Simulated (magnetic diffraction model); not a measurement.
# Ho2ErGe4Rh4 below its ordering temperature

Space group Immm (no. 71), a = 4.2440 Å, b = 6.7700 Å, c = 13.4850 Å.

| site | atom | x | y | z |
| --- | --- | --- | --- | --- |
| 2a | Er | 0 | 0 | 0 |
| 4j | Ho | 1/2 | 0 | 0.6267 |
| 8l | Rh | 0 | 0.3106 | 0.6760 |
| 4h | Ge | 1/2 | 0.3073 | 0 |
| 4i | Ge | 0 | 0 | 0.7778 |

This is a made-up structure (elements placed in a structure type, unrelaxed), so the numbers test the method and describe no known phase.

Only Er and Ho are taken to order (form factors of Er3+ and Ho3+); orders and moment sizes are assumed, and not adapted to the symmetry. Radiation: neutrons of λ = 4.2 Å, 3° to 100°; isotropic B of 0.57 Å² (Er), 0.39 Å² (Ho), 0.65 Å² (Rh) and 0.73 Å² (Ge). Simulated constant-wavelength pattern: nuclear and magnetic terms add, the magnetic one as |2.695 fm × Σ f S⊥ exp(2πi Q·r) exp(−B s²)|², summed over all Q at one angle with the factor 1/(sin²θ cos θ). For a modulated order the moment at position r is S exp(−2πi k·r) + c.c., with S = m/2 for a sine wave of amplitude m and S = m(u + iv)/2 for moments turning in a plane, u and v being orthogonal unit vectors in it; the phase factor of the sum at Q = H + k is then exp(2πi H·r). Free-ion form factors, Sears's scattering lengths of 1992, no absorption; a label names one of the reflections at its angle. The strongest nuclear line in the range is 100, and lines under 0.2 are left out.

Above the ordering temperature:

```
2θ (°)    index      I
 36.29  (0 0 2)   55.4
 40.62  (0 1 1)   16.9
 62.50  (1 0 1)   34.7
 68.22  (0 1 3)   11.0
 71.47  (1 1 0)   29.4
 76.69  (0 2 0)   62.8
 77.06  (0 0 4)  100.0
 82.89  (1 1 2)   27.4
 85.77  (1 0 3)   26.1
 87.92  (0 2 2)   90.3
```

Below it (cell unchanged):

| 2θ (°) | I |
| --- | --- |
| 36.29 | 55.4 |
| 38.71 | 50.9 |
| 40.62 | 16.9 |
| 42.96 | 34.2 |
| 61.12 | 927.5 |
| 62.50 | 34.7 |
| 63.85 | 328.4 |
| 64.25 | 778.9 |
| 68.22 | 11.0 |
| 71.47 | 29.4 |
| 71.65 | 250.1 |
| 72.83 | 210.5 |
| 76.69 | 62.8 |
| 76.87 | 1051.2 |
| 77.06 | 100.0 |
| 80.25 | 200.4 |
| 81.75 | 12.0 |
| 82.89 | 27.4 |
| 85.31 | 79.6 |
| 85.77 | 26.1 |
| 85.85 | 164.0 |
| 87.92 | 90.3 |
| 90.11 | 9.0 |
| 90.88 | 66.7 |

**Question.** Find the propagation vector, then choose among these models:
A. a sine wave with moments along [001] (amplitudes given), 8.6 μB on Er and 8.5 μB on Ho; signs + at (0, 0, 0), + at (1/2, 0, 0.6267), + at (0, 1/2, 0.8733)
B. moments turning in the plane of [001] and [100], 8.6 μB on Er and 8.5 μB on Ho; signs + at (0, 0, 0), + at (1/2, 0, 0.6267), + at (0, 1/2, 0.8733)
C. a sine wave with moments along [100] (amplitudes given), 8.6 μB on Er and 8.5 μB on Ho; signs + at (0, 0, 0), + at (1/2, 0, 0.6267), + at (0, 1/2, 0.8733)
D. moments turning in the plane of [010] and [001], 8.6 μB on Er and 8.5 μB on Ho; signs + at (0, 0, 0), + at (1/2, 0, 0.6267), + at (0, 1/2, 0.8733)

The new lines index as (0 1 3/4) at 38.71°, (0 1 5/4) at 42.96°, (1 0 3/4) at 61.12° and (0 1 11/4) at 63.85°, that is as H ± k with k = (0 0 1/4). Satellites come in pairs about each point of the reciprocal lattice.

Magnetic intensity, observed (below minus above) and for each model:

| 2θ (°) | index | observed | A | B | C | D |
| --- | --- | --- | --- | --- | --- | --- |
| 4.46 | (0 0 1/4) | <0.2 | <0.2 | 127729.0 | 127729.0 | 127729.0 |
| 61.12 | (1 0 3/4) | 927.5 | 927.5 | 979.2 | 51.7 | 1906.7 |
| 63.85 | (0 1 11/4) | 328.4 | 328.4 | 1282.9 | 954.5 | 954.5 |
| 64.25 | (1 0 5/4) | 778.9 | 778.9 | 899.4 | 120.5 | 1678.3 |
| 71.65 | (1 1 1/4) | 250.1 | 250.1 | 321.8 | 71.7 | 430.7 |
| 72.83 | (0 1 13/4) | 210.5 | 210.5 | 981.4 | 770.9 | 770.9 |
| 76.87 | (0 2 1/4) | 1051.2 | 1051.2 | 2106.5 | 1055.3 | 1055.3 |
| 80.25 | (1 1 7/4) | 200.4 | 200.4 | 300.6 | 100.2 | 388.0 |

Model A matches.

The absence at (0 0 1/4) is telling: Q lies along the moments there, so the part normal to Q vanishes.

The structure used: k = (0 0 1/4), a sine wave with moments along [001] (amplitudes given), 8.6 μB on Er and 8.5 μB on Ho; signs + at (0, 0, 0), + at (1/2, 0, 0.6267), + at (0, 1/2, 0.8733).

[Logs are printed without paths, hosts, clocks, repeated set-up lines and the standing remarks that a program may print on its own settings, such as how far it seeks lower states.]
